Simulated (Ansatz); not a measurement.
# LiCaI3: complex band structure, part 2 of 3

Wanted: the relaxed cell of LiCaI3, its band edges and its decay constants. It is built by putting I for F, Ca for Ba in the BaLiF3 structure of space group Pm-3m, with the volume rescaled by atomic radii. The parent structure comes from the Materials Project.

Ansatz 0.2.0; PBEsol DFT, plane waves, PAW files (the session's first sound run).

So far, gap on path (eV): step 3 (band edges) 1.06.

The structure was built from a prototype and need not be the compound's stable phase.

### Step 4. Decaying states in the gap, plane (110), k-mesh 6×6×6

This step: PBEsol DFT, plane waves, PAW files; complex bands by layer matching along the plane's normal (Ansatz 0.2.0).

The same crystal is laid in a cell whose first two vectors span the (110) plane (indices of the standard conventional cell, whose axes can be ordered otherwise than in the bulk input). At fixed energy and wavevector in the plane the solver finds all kz, real and complex. A few wavevectors are listed, (0, 0) and (-0.5, 0) in units of the plane's reciprocal vectors; the slowest state needn't be among them.

Contents of input.yaml:

```yaml
crystal:
  lattice:
    - [5.43426244, 0.0, 0.0]
    - [0.0, 7.685207644, 0.0]
    - [0.0, 3.842603822, 3.842603822]
  atoms:
    - { symbol: Ca, position: [0.0, 0.0, 0.0] }
    - { symbol: Li, position: [0.5, 0.5, 0.0] }
    - { symbol: I, position: [0.5, 0.5, 0.5] }
    - { symbol: I, position: [0.0, 0.5, 0.0] }
    - { symbol: I, position: [0.5, 0.0, 0.5] }
kpoints:
  mp_grid: { grid: [6, 6, 6] }
scf:
  occupations: { method: fixed }
hamiltonian:
  xc: pbesol
output:
  eigenvalues: true
  transmission:
    leads: [[0, 0]]
    kpoints: [[0.0, 0.0], [-0.5, 0.0]]
    e_range: [-1.0, 2.06]
    de: 0.08
```

Run with:

```sh
$ ansatz run input.yaml --threads 2 --pin off --max-ram 4096MiB --backend cpu --events-out ev --progress --plain --runs-dir out
```

Numbers of over 12 decimals in the logs are rounded to 6 here.

Log:

```text
[...]
Crystal: 5 atoms, lattice volume = 160.480 Å³
Basis set: ecut = 420 eV, 3119 PW (Γ)
Bands: 39, of which v1, the nominal top of the filled ones, is band 32 counted from 1 (31 counted from 0)
Symmetry: 48 space group operations
[...]
k-points: 20 of 216
[...]
SCF iter   1: F=—  HF=-24298.927547 eV  |F-HF|=—  |Δ(HF+E_count)|=         —  Δρ=2.25e-3  dr2=6.86e-3  ethr=1.77e-3  ⟨swp⟩=6.8  Hψ=3040  notcnv=0  defer=79
[...]
SCF iter   6: F=-24298.926038 eV  HF=-24298.926038 eV  |F-HF|=3.57e-10  |Δ(HF+E_count)|=   2.87e-8  Δρ=1.64e-6  dr2=5.41e-9  ethr=1.33e-10  ⟨swp⟩=11.8  Hψ=4551  notcnv=0
SCF 1 converged in 6 iterations: F = -24298.926038 eV  dr2 = 5.41e-9
[...]
transmission: 6 of 12 steps passed
transmission: 12 of 12 steps passed
SCF converged after 6 iterations
Free energy (F): -24298.926038 eV
[...]
Internal energy: -24298.926038 eV  (E = F + TS)
E sigma→0 (E₀):  -24298.926038 eV
Fermi energy:    6.074051 eV
[...]
--- Band table (eV; the first three rows and the last of 20) ---
  k-point 0: bands = [... 28 lower, 4.8518, 5.6593, 5.6593, 5.6593, 7.1383, 8.0907, 8.0907, 8.4012, ... 3 higher]
  k-point 1: bands = [... 28 lower, 4.8862, 4.9001, 5.3850, 5.6575, 7.8834, 8.3704, 8.4112, 8.5454, ... 3 higher]
  k-point 2: bands = [... 28 lower, 4.2438, 4.7161, 5.2492, 5.7813, 8.4841, 8.9007, 8.9283, 8.9346, ... 3 higher]
  k-point 19: bands = [... 28 lower, 5.8197, 6.0741, 6.0741, 6.0741, 7.2281, 8.6124, 8.6124, 8.6124, ... 3 higher]
--- Transmission ---
  basis      : 367 plane waves across, 6 finite elements along
  points     : 2, as listed
  energies   : 39 from -1.000000 to 2.040000 eV about the Fermi level, 0.080000 eV apart; the leads are filled to 0.532142 eV, and channels, transmission and decay are at 0.520000 eV
  crystal 0  : Ca1Li1I3, at the sites [0, 0], period 3.8426 Å: whole cells are its period
    offset         : up to 0.0000 Å between an atom of the period and one for which it stands
    channels       : 0.000000e0 a spin
    conductance    : none, the energies end too early or step too widely for 300 K: set another output.transmission.e_range or a lower de, or, where they end at an eighth of basis.ecutwfc, a higher one
    slowest decay  : 0.1447 /Å at (0.0000, 0.0000)
```

Elapsed: 94 s, on 2 threads of Arm Neoverse V2, shared host; peak memory 0.99 GiB; 2.7 min of CPU time.

Numbers from this step:

```yaml
free_energy: -24298.9260 eV
level_to_which_the_leads_are_filled: 0.5321 eV from the Fermi level
decay_constant_at_the_filling_level_zone_centre: 0.1447 Å⁻¹
decay_constant_at_the_filling_level_slowest_listed_point: 0.1447 Å⁻¹
```

K parallel (0, 0); values up to 1.5 1/Å, a degenerate pair printed once or twice; energies at which all values exceed this have no row. The Im kz of the slowest decaying states by energy, zero at the highest filled level on the SCF mesh:

| energy (eV) | decay 1 (Å⁻¹) | decay 2 (Å⁻¹) | decay 3 (Å⁻¹) | decay 4 (Å⁻¹) |
| --- | --- | --- | --- | --- |
| -1.00 | 0.146 | 0.225 | 0.386 | 0.486 |
| -0.84 | 0.186 | 0.281 | 0.375 | 0.481 |
| -0.76 | 0.202 | 0.302 | 0.360 | 0.478 |
| -0.60 | 0.226 | 0.303 | 0.334 | 0.472 |
| -0.52 | 0.235 | 0.251 | 0.347 | 0.468 |
| -0.36 | 0.0532 | 0.117 | 0.231 | 0.248 |
| -0.28 | 0.0426 | 0.0812 | 0.182 | 0.253 |
| -0.12 | 0.113 | 0.237 | 0.260 | 0.263 |
| -0.04 | 0.0877 | 0.124 | 0.261 | 0.293 |
| 0.12 | 0.139 | 0.141 | 0.262 | 0.341 |
| 0.20 | 0.143 | 0.158 | 0.262 | 0.361 |
| 0.36 | 0.147 | 0.183 | 0.258 | 0.393 |
| 0.44 | 0.147 | 0.194 | 0.256 | 0.393 |
| 0.60 | 0.140 | 0.211 | 0.250 | 0.390 |
| 0.68 | 0.134 | 0.219 | 0.247 | 0.387 |
| 0.84 | 0.110 | 0.232 | 0.239 | 0.377 |
| 0.92 | 0.0917 | 0.236 | 0.237 | 0.371 |
| 1.08 | 0.227 | 0.247 | 0.355 | 0.360 |
| 1.16 | 0.222 | 0.251 | 0.345 | 0.352 |
| 1.32 | 0.211 | 0.258 | 0.321 | 0.334 |
| 1.40 | 0.204 | 0.262 | 0.307 | 0.325 |
| 1.56 | 0.186 | 0.267 | 0.273 | 0.304 |
| 1.64 | 0.175 | 0.252 | 0.269 | 0.293 |
| 1.80 | 0.143 | 0.197 | 0.268 | 0.273 |
| 1.88 | 0.119 | 0.159 | 0.254 | 0.275 |
| 2.04 | 0.221 | 0.230 | 0.277 | 0.279 |

K parallel (0, 0). The Re kz of states that move upwards by energy, zero at the highest filled level on the SCF mesh:

| energy (eV) | channel 1 (Å⁻¹) | channel 2 (Å⁻¹) | channel 3 (Å⁻¹) |
| --- | --- | --- | --- |
| -1.00 | -0.412 | -0.221 | 0.469 |
| -0.84 | -0.345 | -0.176 | 0.539 |
| -0.68 | -0.268 | -0.131 | 0.596 |
| -0.60 | -0.222 | -0.106 | 0.623 |
| -0.44 | -0.0802 | -0.0371 | 0.682 |
| -0.28 | 0.565 | - | - |
| -0.12 | 0.786 | - | - |
| -0.04 | - | - | - |
| 0.04 | - | - | - |
| 0.12 | - | - | - |
| 0.28 | - | - | - |
| 0.44 | - | - | - |
| 0.60 | - | - | - |
| 0.76 | - | - | - |
| 0.92 | - | - | - |
| 1.00 | - | - | - |
| 1.16 | 0.0816 | - | - |
| 1.32 | 0.140 | - | - |
| 1.48 | 0.187 | - | - |
| 1.64 | 0.229 | - | - |
| 1.72 | 0.250 | - | - |
| 1.88 | 0.291 | - | - |
| 2.04 | 0.0566 | 0.0684 | 0.336 |

K parallel (-0.5, 0); values up to 1.5 1/Å, a degenerate pair printed once or twice; energies at which all values exceed this have no row. The Im kz of the slowest decaying states by energy, zero at the highest filled level on the SCF mesh:

| energy (eV) | decay 1 (Å⁻¹) | decay 2 (Å⁻¹) | decay 3 (Å⁻¹) | decay 4 (Å⁻¹) |
| --- | --- | --- | --- | --- |
| -1.00 | 0.024 | 0.352 | 0.422 | 0.577 |
| -0.84 | 0.224 | 0.411 | 0.561 | 0.969 |
| -0.76 | 0.104 | 0.406 | 0.554 | 0.959 |
| -0.60 | 0.110 | 0.393 | 0.539 | 0.940 |
| -0.52 | 0.135 | 0.387 | 0.532 | 0.930 |
| -0.36 | 0.168 | 0.372 | 0.518 | 0.911 |
| -0.28 | 0.181 | 0.365 | 0.511 | 0.901 |
| -0.12 | 0.126 | 0.176 | 0.202 | 0.348 |
| -0.04 | 0.182 | 0.210 | 0.219 | 0.339 |
| 0.12 | 0.0925 | 0.115 | 0.197 | 0.225 |
| 0.20 | 0.113 | 0.145 | 0.231 | 0.256 |
| 0.36 | 0.141 | 0.186 | 0.242 | 0.286 |
| 0.44 | 0.151 | 0.201 | 0.247 | 0.273 |
| 0.60 | 0.168 | 0.220 | 0.248 | 0.255 |
| 0.68 | 0.175 | 0.217 | 0.244 | 0.259 |
| 0.84 | 0.183 | 0.186 | 0.253 | 0.264 |
| 0.92 | 0.159 | 0.191 | 0.257 | 0.267 |
| 1.08 | 0.0910 | 0.198 | 0.264 | 0.271 |
| 1.16 | 0.201 | 0.266 | 0.273 | 0.375 |
| 1.32 | 0.205 | 0.267 | 0.276 | 0.355 |
| 1.40 | 0.207 | 0.266 | 0.277 | 0.345 |
| 1.56 | 0.208 | 0.262 | 0.278 | 0.323 |
| 1.64 | 0.208 | 0.258 | 0.279 | 0.311 |
| 1.80 | 0.205 | 0.248 | 0.279 | 0.284 |
| 1.88 | 0.202 | 0.241 | 0.269 | 0.279 |
| 2.04 | 0.193 | 0.222 | 0.235 | 0.279 |

K parallel (-0.5, 0). The Re kz of states that move upwards by energy, zero at the highest filled level on the SCF mesh:

| energy (eV) | channel 1 (Å⁻¹) | channel 2 (Å⁻¹) | channel 3 (Å⁻¹) | channel 4 (Å⁻¹) | channel 5 (Å⁻¹) |
| --- | --- | --- | --- | --- | --- |
| -1.00 | 0.255 | 0.384 | 0.582 | - | - |
| -0.76 | -0.0466 | 0.331 | 0.424 | 0.460 | 0.627 |
| -0.60 | 0.274 | 0.387 | 0.506 | 0.511 | 0.661 |
| -0.36 | 0.482 | 0.484 | 0.593 | 0.654 | 0.728 |
| -0.12 | 0.624 | 0.684 | 0.696 | - | - |
| -0.04 | 0.705 | 0.749 | 0.753 | - | - |
| 0.12 | - | - | - | - | - |
| 0.28 | - | - | - | - | - |
| 0.52 | - | - | - | - | - |
| 0.76 | - | - | - | - | - |
| 0.92 | - | - | - | - | - |
| 1.16 | -0.792 | - | - | - | - |
| 1.40 | -0.647 | - | - | - | - |
| 1.64 | -0.572 | - | - | - | - |
| 1.80 | -0.529 | - | - | - | - |
| 2.04 | -0.467 | - | - | - | - |

At the listed wavevectors the last open channel is at -0.04 eV and the next at +1.08 eV on the grid. At +0.52 eV, the grid energy nearest the filling level (the middle of the gap on the SCF mesh), the slowest state at the listed wavevectors decays with κ = 0.145 Å⁻¹, its amplitude falling by e over 6.9 Å. Through 1 nm of this crystal that state's transmission falls by exp(−2 × 0.145 Å⁻¹ × 10 Å) = 0.055.

### Step 5. Decay over the two-dimensional zone

The listed points could miss the slowest state, so one energy near mid-gap is solved on a mesh of 8×8.

input.yaml, as its differences from that of step 4:

```diff
@@ -19,6 +19,2 @@
   eigenvalues: true
-  transmission:
-    leads: [[0, 0]]
-    kpoints: [[0.0, 0.0], [-0.5, 0.0]]
-    e_range: [-1.0, 2.06]
-    de: 0.08
+  transmission: { leads: [[0, 0]], kmesh: [8, 8], e_range: [0.53, 0.54], de: 0.05 }
```

Log:

```text
[...]
Crystal: 5 atoms, lattice volume = 160.480 Å³
Basis set: ecut = 420 eV, 3119 PW (Γ)
Bands: 39, of which v1, the nominal top of the filled ones, is band 32 counted from 1 (31 counted from 0)
Symmetry: 48 space group operations
[...]
k-points: 20 of 216
[...]
SCF iter   1: F=—  HF=-24298.927547 eV  |F-HF|=—  |Δ(HF+E_count)|=         —  Δρ=2.25e-3  dr2=6.86e-3  ethr=1.77e-3  ⟨swp⟩=6.8  Hψ=3040  notcnv=0  defer=79
[...]
SCF iter   6: F=-24298.926038 eV  HF=-24298.926038 eV  |F-HF|=3.57e-10  |Δ(HF+E_count)|=   2.87e-8  Δρ=1.64e-6  dr2=5.41e-9  ethr=1.33e-10  ⟨swp⟩=11.8  Hψ=4551  notcnv=0
SCF 1 converged in 6 iterations: F = -24298.926038 eV  dr2 = 5.41e-9
[...]
transmission: 20 of 125 steps passed
transmission: 40 of 125 steps passed
[...]
transmission: 125 of 125 steps passed
SCF converged after 6 iterations
Free energy (F): -24298.926038 eV
[...]
Internal energy: -24298.926038 eV  (E = F + TS)
E sigma→0 (E₀):  -24298.926038 eV
Fermi energy:    6.074051 eV
[...]
--- Band table (eV; the first three rows and the last of 20) ---
  k-point 0: bands = [... 28 lower, 4.8518, 5.6593, 5.6593, 5.6593, 7.1383, 8.0907, 8.0907, 8.4012, ... 3 higher]
  k-point 1: bands = [... 28 lower, 4.8862, 4.9001, 5.3850, 5.6575, 7.8834, 8.3704, 8.4112, 8.5454, ... 3 higher]
  k-point 2: bands = [... 28 lower, 4.2438, 4.7161, 5.2492, 5.7813, 8.4841, 8.9007, 8.9283, 8.9346, ... 3 higher]
  k-point 19: bands = [... 28 lower, 5.8197, 6.0741, 6.0741, 6.0741, 7.2281, 8.6124, 8.6124, 8.6124, ... 3 higher]
--- Transmission ---
  basis      : 367 plane waves across, 5 finite elements along
  points     : 25, standing for a mesh of 8 x 8
  energies   : 1 from 0.530000 to 0.530000 eV about the Fermi level; the leads are filled to 0.532142 eV, and channels, transmission and decay are at 0.530000 eV
  crystal 0  : Ca1Li1I3, at the sites [0, 0], period 3.8426 Å: whole cells are its period
[...]
channels       : 0.000000e0 a spin
    conductance    : none, crystal 0 has no channel at the energies, or these end too early or step too widely for 300 K: set another output.transmission.e_range or a lower de, or, where they end at an eighth of basis.ecutwfc, a higher one
    slowest decay  : 0.1443 /Å at (0.0000, 0.0000)
```

The job ended after 2 min (2 threads; peak memory 1.2 GiB).

Numbers from this step:

```
least decay constant on the mesh : 0.1443 Å⁻¹
```

Slowest decay constant (1/Å; 0 where a channel is open) over k1 and k2. At 0.5300 eV from the Fermi level.

Ten even steps from '0' (0.144) to '9' (0.234):
```
86666666
54665664
23552553
13550553
23552553
54665664
86666666
99777779
```
Columns: k1 (b1) from -0.5 to 0.375; rows upwards: k2 (b2) from -0.5 to 0.375.

The least value on the mesh is 0.144 Å⁻¹ at +0.53 eV. At that energy the listed points give about 0.144 Å⁻¹ by interpolation, so the mesh holds no clearly slower state.

### Step 6. Complex bands, plane (111), k-mesh 8×8×8

The same for the (111) plane, at (0, 0) and (0.5, 0), to see how the decay depends on direction.

Contents of input.yaml:

```yaml
crystal:
  lattice:
    - [7.685207644, 0.0, 0.0]
    - [3.842603822, 6.655585053, 0.0]
    - [3.842603822, 2.218528351, 3.137472882]
  atoms:
    - { symbol: Ca, position: [0.0, 0.0, 0.0] }
    - { symbol: Li, position: [0.5, 0.5, 0.5] }
    - { symbol: I, position: [0.5, 0.5, 0.0] }
    - { symbol: I, position: [0.5, 0.0, 0.0] }
    - { symbol: I, position: [0.0, 0.5, 0.0] }
kpoints:
  mp_grid: { grid: [8, 8, 8] }
scf:
  occupations: { method: fixed }
hamiltonian:
  xc: pbesol
output:
  eigenvalues: true
  transmission:
    leads: [[0, 0]]
    kpoints: [[0.0, 0.0], [0.5, 0.0]]
    e_range: [-1.0, 2.06]
    de: 0.05
```

Log:

```text
basis.fft_grid_basis auto: the FFT boxes are laid along the combinations [[1, 0, -1], [0, 1, -1], [0, 0, 1]] of the cell's own vectors, 5.434, 5.434 and 5.434 Å long. The dense box has 40×40×40 points. Along the cell's own vectors, as sized, it would have 54×54×40, 1.82 times as many. basis.fft_grid_basis: typed keeps the cell's own vectors: state it where this run's energies or levels are differenced outside the engine with another run's, or held beside a run that keeps those vectors.
[...]
Crystal: 5 atoms, lattice volume = 160.480 Å³
Basis set: ecut = 420 eV, 3119 PW (Γ), FFT grids on a1−a3, a2−a3, a3
Bands: 39, of which v1, the nominal top of the filled ones, is band 32 counted from 1 (31 counted from 0)
Symmetry: 48 space group operations
[...]
k-points: 35 of 512
[...]
SCF iter   1: F=—  HF=-24298.927660 eV  |F-HF|=—  |Δ(HF+E_count)|=         —  Δρ=2.25e-3  dr2=6.89e-3  ethr=1.77e-3  ⟨swp⟩=6.7  Hψ=5364  notcnv=0  defer=145
[...]
SCF iter   6: F=-24298.926105 eV  HF=-24298.926105 eV  |F-HF|=5.89e-10  |Δ(HF+E_count)|=   2.94e-8  Δρ=1.73e-6  dr2=5.84e-9  ethr=1.40e-10  ⟨swp⟩=12.3  Hψ=8034  notcnv=0
SCF 1 converged in 6 iterations: F = -24298.926105 eV  dr2 = 5.84e-9
[...]
transmission: 5 of 10 steps passed
transmission: 10 of 10 steps passed
SCF converged after 6 iterations
Free energy (F): -24298.926105 eV
[...]
Internal energy: -24298.926105 eV  (E = F + TS)
E sigma→0 (E₀):  -24298.926105 eV
Fermi energy:    6.074026 eV
[...]
--- Band table (eV; the first three rows and the last of 35) ---
  k-point 0: bands = [... 28 lower, 4.8518, 5.6593, 5.6593, 5.6593, 7.1384, 8.0907, 8.0907, 8.4013, ... 3 higher]
  k-point 1: bands = [... 28 lower, 4.7937, 4.9985, 5.6256, 5.6256, 7.7786, 8.3111, 8.3111, 8.5839, ... 3 higher]
  k-point 2: bands = [... 28 lower, 4.0998, 5.3898, 5.6997, 5.6997, 8.2085, 8.5713, 8.5713, 9.2070, ... 3 higher]
  k-point 34: bands = [... 28 lower, 4.1237, 4.8254, 5.3681, 5.4338, 8.7598, 8.7941, 8.8539, 8.9502, ... 3 higher]
--- Transmission ---
  basis      : 439 plane waves across, 5 finite elements along
  points     : 2, as listed
[...]
crystal 0  : I3Ca1Li1, at the sites [0, 0], period 3.1375 Å: whole cells are its period
[...]
channels       : 0.000000e0 a spin
[...]
slowest decay  : 0.1434 /Å at (0.0000, 0.0000)
```

Run time: 3.1 min. Hardware: 2 threads; peak memory 1.3 GiB.

This step gave:

```
free energy                                               : -24298.9261 eV
level to which the leads are filled                       : 0.5322 eV from the Fermi level
decay constant at the filling level, zone centre          : 0.1434 Å⁻¹
decay constant at the filling level, slowest listed point : 0.1434 Å⁻¹
```

K parallel (0, 0); values up to 1.5 1/Å, a degenerate pair printed once or twice; energies at which all values exceed this have no row. Table of Im kz of the slowest decaying states by energy, zero at the highest filled level on the SCF mesh:

| energy (eV) | decay 1 (Å⁻¹) | decay 2 (Å⁻¹) | decay 3 (Å⁻¹) | decay 4 (Å⁻¹) |
| --- | --- | --- | --- | --- |
| -1.000 | 0.166 | 0.424 | 0.454 | 0.676 |
| -0.800 | 0.238 | 0.410 | 0.445 | 0.587 |
| -0.600 | 0.345 | 0.394 | 0.435 | 0.524 |
| -0.400 | 0.0272 | 0.0880 | 0.376 | 0.423 |
| -0.200 | 0.0895 | 0.0982 | 0.211 | 0.355 |
| 0.000 | 0.00155 | 0.0025 | 0.128 | 0.240 |
| 0.200 | 0.124 | 0.143 | 0.217 | 0.255 |
| 0.400 | 0.148 | 0.161 | 0.262 | 0.276 |
| 0.600 | 0.140 | 0.185 | 0.240 | 0.264 |
| 0.800 | 0.118 | 0.194 | 0.202 | 0.262 |
| 1.000 | 0.0632 | 0.130 | 0.214 | 0.256 |
| 1.200 | 0.221 | 0.244 | 0.328 | 0.444 |
| 1.400 | 0.225 | 0.226 | 0.320 | 0.464 |
| 1.600 | 0.200 | 0.224 | 0.310 | 0.475 |
| 1.800 | 0.158 | 0.218 | 0.297 | 0.432 |
| 2.000 | 0.0503 | 0.205 | 0.272 | 0.325 |

K parallel (0, 0). The Re kz of states that move upwards by energy, zero at the highest filled level on the SCF mesh:

| energy (eV) | channel 1 (Å⁻¹) | channel 2 (Å⁻¹) | channel 3 (Å⁻¹) | channel 4 (Å⁻¹) | channel 5 (Å⁻¹) |
| --- | --- | --- | --- | --- | --- |
| -1.000 | -0.195 | 0.310 | 0.729 | 0.729 | - |
| -0.800 | -0.152 | 0.437 | 0.772 | 0.772 | - |
| -0.600 | -0.101 | 0.545 | 0.819 | 0.819 | - |
| -0.400 | 0.449 | 0.449 | 0.650 | 0.879 | 0.879 |
| -0.200 | 0.757 | 0.757 | 0.765 | - | - |
| 0.000 | - | - | - | - | - |
| 0.200 | - | - | - | - | - |
| 0.400 | - | - | - | - | - |
| 0.600 | - | - | - | - | - |
| 0.800 | - | - | - | - | - |
| 1.000 | - | - | - | - | - |
| 1.200 | -0.929 | 0.0986 | - | - | - |
| 1.400 | -0.830 | 0.165 | - | - | - |
| 1.600 | -0.763 | 0.221 | - | - | - |
| 1.800 | -0.702 | 0.278 | - | - | - |
| 2.000 | -0.628 | 0.350 | - | - | - |

K parallel (0.5, 0); values up to 1.5 1/Å, a degenerate pair printed once or twice; energies at which all values exceed this have no row. Im kz of the slowest decaying states against energy, zero at the highest filled level on the SCF mesh:

| energy (eV) | decay 1 (Å⁻¹) | decay 2 (Å⁻¹) | decay 3 (Å⁻¹) | decay 4 (Å⁻¹) |
| --- | --- | --- | --- | --- |
| -1.00 | 0.0822 | 0.137 | 0.377 | 0.567 |
| -0.90 | 0.0509 | 0.134 | 0.299 | 0.575 |
| -0.75 | 0.0792 | 0.109 | 0.569 | 0.583 |
| -0.65 | 0.0604 | 0.113 | 0.565 | 0.586 |
| -0.50 | 0.162 | 0.174 | 0.557 | 0.588 |
| -0.40 | 0.172 | 0.201 | 0.551 | 0.588 |
| -0.25 | 0.0995 | 0.107 | 0.188 | 0.233 |
| -0.15 | 0.132 | 0.212 | 0.250 | 0.273 |
| 0.00 | 0.131 | 0.166 | 0.240 | 0.271 |
| 0.10 | 0.168 | 0.184 | 0.254 | 0.284 |
| 0.20 | 0.194 | 0.199 | 0.266 | 0.295 |
| 0.35 | 0.218 | 0.224 | 0.280 | 0.310 |
| 0.45 | 0.229 | 0.240 | 0.287 | 0.319 |
| 0.60 | 0.242 | 0.260 | 0.295 | 0.332 |
| 0.70 | 0.250 | 0.271 | 0.299 | 0.340 |
| 0.85 | 0.259 | 0.286 | 0.303 | 0.351 |
| 0.95 | 0.264 | 0.294 | 0.304 | 0.358 |
| 1.05 | 0.269 | 0.302 | 0.304 | 0.366 |
| 1.20 | 0.272 | 0.302 | 0.311 | 0.380 |
| 1.30 | 0.273 | 0.299 | 0.317 | 0.374 |
| 1.45 | 0.269 | 0.293 | 0.324 | 0.353 |
| 1.55 | 0.261 | 0.287 | 0.328 | 0.340 |
| 1.70 | 0.241 | 0.275 | 0.324 | 0.334 |
| 1.80 | 0.220 | 0.265 | 0.316 | 0.336 |
| 1.95 | 0.171 | 0.245 | 0.305 | 0.340 |
| 2.05 | 0.119 | 0.228 | 0.299 | 0.313 |

At the listed wavevectors the last open channel is at -0.05 eV and the next at +1.10 eV on the grid. At +0.55 eV, the grid energy nearest the filling level (the middle of the gap on the SCF mesh), the slowest state at the listed wavevectors decays with κ = 0.143 Å⁻¹, its amplitude falling by e over 7.0 Å; the first such run, plane (110), gave 0.145 Å⁻¹.

[end of part 2 of 3]

[Logs are printed without paths, hosts, clocks, repeated set-up lines and the standing remarks that a program may print on its own settings, such as how far it seeks lower states.]

[Hosts, paths, dates, database ids (printed as entryN), source tags and the programs' standing remarks are cut or masked in the printed files.]
